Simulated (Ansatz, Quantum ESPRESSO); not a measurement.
# Ge (diamond): bulk modulus from a few volumes

How stiff is diamond Ge under hydrostatic load? Each row scales the relaxed cell evenly and relaxes the atoms. The phase is followed to these pressures whether or not it stays the stable one.

Calculated with Ansatz 0.2.0, r2SCAN, PAW files of the set soft_1, cutoff 600 eV, Fermi–Dirac smearing 0.02 eV, k-mesh 8×8×8, no spin polarisation, no spin-orbit coupling.

Reference cell, relaxed at zero pressure with r2SCAN (Fd-3m): a = 4.0110 Å, b = 4.0110 Å, c = 4.0110 Å, α = 60.00°, β = 60.00°, γ = 60.00°.

```
atom       x       y       z
  Ge  0.5000  0.5000  0.5000
  Ge  0.7500  0.7500  0.7500
```

| V (Å³/atom) | V/V0 | P (GPa) | E − E0 (meV/atom) |
| --- | --- | --- | --- |
| 21.4460 | 0.9400 | 5.131 | 20.6 |
| 21.9023 | 0.9600 | 3.213 | 8.7 |
| 22.3586 | 0.9800 | 1.502 | 2.1 |
| 23.7275 | 1.0400 | −2.493 | 7.6 |
| 24.1838 | 1.0600 | −3.550 | 16.2 |

V0 = 22.8149 Å³ an atom, where the residual pressure P0 is −0.023 GPa. **Question.** Fit the Birch–Murnaghan law and give the pressure and the energy at V = 23.2712 Å³ an atom, a row left out above.

With the Eulerian strain f = ½[(V0/V)^(2/3) − 1] and F = (P − P0)/[3f(1 + 2f)^(5/2)], the third-order law is the line F = B0 + (3/2) B0 (B′ − 4) f.

```csv
f,F (GPa)
0.02106,73.60
0.01379,73.05
0.00678,72.49
−0.01290,68.11
−0.01905,68.01
```

A straight line through the 5 rows: the means are 0.001936 for f and 71.052 for F, Σ(Δx)² = 0.00119 and ΣΔxΔy = 0.1869, so the slope is 0.1869/0.00119 = 157 and the intercept 71.052 − (157)(0.001936) = 70.748.

Hence B0 = 70.7 GPa and B′ = 4 + (157.0)/(1.5 × 70.7) = 5.48. For the withheld volume f = −0.00656, F = 69.72 GPa and P = −1.35 GPa. The run itself gives −1.38 GPa, so the estimate misses by 0.03 GPa; the fitted rows themselves lie up to 0.03 GPa off the law.

Integrating the same law gives E − E0 = (9/2) B0 V0 f²[1 + (B′ − 4) f] + P0(V0 − V), with 1 GPa Å³ = 6.2415 meV: 2.0 meV an atom. The run itself gives 2.0 meV, so the estimate misses by 0.0 meV, a rounding's worth.

The same fit over all rows at other levels or in other programs gives B0 = 72 GPa with LDA (Quantum ESPRESSO, GBRV).

Measured volume: 22.639 Å³ an atom (doi:10.1107/S0021889875010965, 298.15 K), so V0 is +0.8 % off. A stiffness follows the volume as d ln B/d ln V = −B′, which moves B0 by about +4 % when it is taken at the measured volume.

The calculation is for a static lattice, while measurements hold thermal and zero-point motion.

[Logs are printed without paths, hosts, clocks, repeated set-up lines and the standing remarks that a program may print on its own settings, such as how far it seeks lower states.]
